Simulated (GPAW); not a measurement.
# Screening of a field by NbSi2N4 monolayer, part 2 of 2

How does NbSi2N4 monolayer screen a perpendicular field?

GPAW 26.7.0; GPAW, PAW setups; layer in a repeated cell with vacuum, relaxation of atoms and in-plane cell (the session's first sound run).

So far. Step 8 (In a field): The dipole is now 0.0331 e Å, against -2.9e-4 in the run without a field.

## (9) Field on

Level of this step: GPAW, PAW setups; slab in vacuum (GPAW).

File run.py:

```python
import json
import numpy as np
from ase import Atoms
from gpaw import GPAW, PW
from gpaw.external import ConstantElectricField

slab = Atoms(
    ['N', 'Si', 'N', 'Nb', 'N', 'Si', 'N'],
    positions=[
        [-0.00000, 0.00000, 7.00000],
        [0.00000, 1.69537, 7.51911],
        [0.00000, 1.69537, 9.27857],
        [-0.00000, -0.00000, 10.54175],
        [0.00000, 1.69537, 11.80491],
        [0.00000, 1.69537, 13.56437],
        [-0.00000, 0.00000, 14.08348]],
    cell=[[2.93648, 0.0, 0.0], [-1.46824, 2.54306, 0.0], [0.0, 0.0, 21.0835]],
    pbc=[True, True, False],
    magmoms=[0.0, 0.0, 0.0, 1.0, 0.0, 0.0, 0.0])

slab.calc = GPAW(mode=PW(500), xc='PBE', kpts={'size': (12, 12, 1), 'gamma': True},
                 occupations={'name': 'fermi-dirac', 'width': 0.05}, nbands='200%',
                 convergence={'density': 1e-05}, maxiter=200,
                 poissonsolver={'dipolelayer': 'xy'},
                 external=ConstantElectricField(0.2, [0, 0, 1]),
                 symmetry={'tolerance': 1e-3}, txt='slab.txt')
result = {}
energy = slab.get_potential_energy()
fermi = slab.calc.get_fermi_level()
v = slab.calc.get_electrostatic_potential().mean((0, 1)) - fermi
n = slab.calc.get_pseudo_density().mean((0, 1))
L = slab.cell[2, 2]
z = np.arange(len(v)) * L / len(v)
low, high = slab.positions[:, 2].min(), slab.positions[:, 2].max()
below, above = np.interp([low - 4.8, high + 4.8], z, v)
slopes = [np.interp(x, z, np.gradient(v, z)) for x in (low - 4.8, high + 4.8)]
eps = np.array([[slab.calc.get_eigenvalues(k, s) for k in range(len(slab.calc.get_ibz_k_points()))]
                for s in range(slab.calc.get_number_of_spins())]) - fermi
top, bottom = eps[eps < 0].max(), eps[eps > 0].min()
dipole = slab.get_dipole_moment()[2]
print(f'energy {energy:.4f} eV, Fermi level {fermi:.4f} eV, dipole {dipole:.5f} e A')
print(f'potential 4.8 A off the faces, from the Fermi level: lower {below:.4f} eV, upper {above:.4f} eV')
print(f'slope of the potential there: lower {slopes[0]:.5f}, upper {slopes[1]:.5f} eV/A')
print(f'nearest levels on the mesh: {top:.4f} and {bottom:.4f} eV')
print('magnetic moment', round(slab.get_magnetic_moment(), 3))
result.update(energy=energy, fermi=fermi, dipole=dipole, below=below, above=above, slopes=slopes, edges=[top, bottom],
              z=z.tolist(), v=v.tolist(), n=n.tolist(), positions=slab.positions.tolist(),
              forces=slab.get_forces(apply_constraint=False).tolist(), moments=slab.get_magnetic_moments().tolist())
json.dump(result, open('result.json', 'w'))
```

On the command line:

```
> OMP_NUM_THREADS=1 OPENBLAS_NUM_THREADS=1 python run.py
```

Log:

```text
energy -58.8014 eV, Fermi level 1.3822 eV, dipole 0.06626 e A
potential 4.8 A off the faces, from the Fermi level: lower 6.3037 eV, upper 4.6983 eV
slope of the potential there: lower -0.00100, upper 0.00097 eV/A
nearest levels on the mesh: -0.0259 and 0.0583 eV
magnetic moment 0.863
```

The job ended after 4.8 min (1 thread of Intel Xeon Platinum 8375C at 2.90GHz (Ice Lake), shared host; peak memory 0.73 GiB).

The electrostatic potential energy of an electron (without an applied field's), less the Fermi level, planar mean oscillates, so the rows of the table below give means over windows of 1.04 Å about each position, cut where the curve ends. Its maxima inside the range that stand out by 2 % of the span (Å: eV): 0.6: 6.30, 8.7: 0.580, 9.7: -7.60, 11.4: -7.92, 12.4: -0.120. Its minima: 7.2: -22.2, 9.3: -12.3, 10.5: -27.2, 11.8: -12.7, 13.9: -23.4.

The electrostatic potential energy of an electron (without an applied field's), less the Fermi level, planar mean by z; means over each step:

z (Å), electrostatic potential energy of an electron (without an applied field's), less the Fermi level, planar mean (eV) and a bar from the least value:
```
     0.52        6.2 ##############################
     1.56        6.3 ##############################
     2.60        6.3 ##############################
     3.64        6.3 ##############################
     4.68        6.3 ##############################
     5.72        5.4 #############################
     6.76      -10.6 #########
     7.80      -13.1 ######
     8.84       -3.8 ##################
     9.88      -13.4 ######
    10.92      -18.1 
    11.96       -6.9 ##############
    13.00       -8.4 ############
    14.04      -17.8 
    15.08        2.5 #########################
    16.12        4.6 ############################
    17.16        4.7 ############################
    18.20        4.7 ############################
    19.24        4.7 ############################
    20.28        4.7 ############################
```

The dipole is now 0.0663 e Å, against -2.9e-4 in the run without a field.

## (10) Field on

run.py: that of step 9 with these lines changed.

```diff
@@ -24,3 +24,3 @@
                  poissonsolver={'dipolelayer': 'xy'},
-                 external=ConstantElectricField(0.2, [0, 0, 1]),
+                 external=ConstantElectricField(0.3, [0, 0, 1]),
                  symmetry={'tolerance': 1e-3}, txt='slab.txt')
```

Log:

```text
energy -58.8097 eV, Fermi level 1.3818 eV, dipole 0.09941 e A
potential 4.8 A off the faces, from the Fermi level: lower 6.7066 eV, upper 4.2979 eV
slope of the potential there: lower -0.00101, upper 0.00097 eV/A
nearest levels on the mesh: -0.0259 and 0.0583 eV
magnetic moment 0.863
```

It took 5.2 min on 1 thread; peak memory 0.73 GiB.

The dipole is now 0.0994 e Å, against -2.9e-4 in the run without a field.

## (11) The series

The members are put on one axis.

This step: induced dipole against applied field (GPAW 26.7.0).

Table of dipole along the normal by field:

```csv
field (V/Å),dipole along the normal (e·Å)
-0.200,-0.0663
-0.100,-0.0331
-0.050,-0.0166
0.000,-2.9e-4
0.050,0.0166
0.100,0.0331
0.200,0.0663
0.300,0.0994
```

## (12) What came out

| Property | Result |
| --- | --- |
| work function, upper and lower face | 5.503 and 5.496 eV |
| dipole along the normal | -2.9e-4 e Å |
| induced dipole per field | 0.331 e Å per V/Å |
| out-of-plane polarisability per area, α/(ε0 A) | 8.03 Å |

The field induces 0.331 e Å per V/Å, a polarisable thickness α/(ε0 A) of 8.03 Å beside 7.08 Å between the outermost nuclei. A perfect conductor would give the distance between its two image planes; a dielectric of thickness t gives t(1 - 1/ε). The induced dipole is linear in the field over this range. The small printed dipole stands for a step of 7.1 meV from the lower to the upper face, and the probes find 6.9 meV; values this small are near the numerical noise of both. One magnetic start was tried; another order may lie lower. The layer's cell and atoms come from the relaxation; spin-orbit coupling and temperature are left out.

[Logs are printed without paths, hosts, clocks, repeated set-up lines and the standing remarks that a program may print on its own settings, such as how far it seeks lower states.]

[Hosts, paths, dates, database ids (printed as entryN), source tags and the programs' standing remarks are cut or masked in the printed files.]
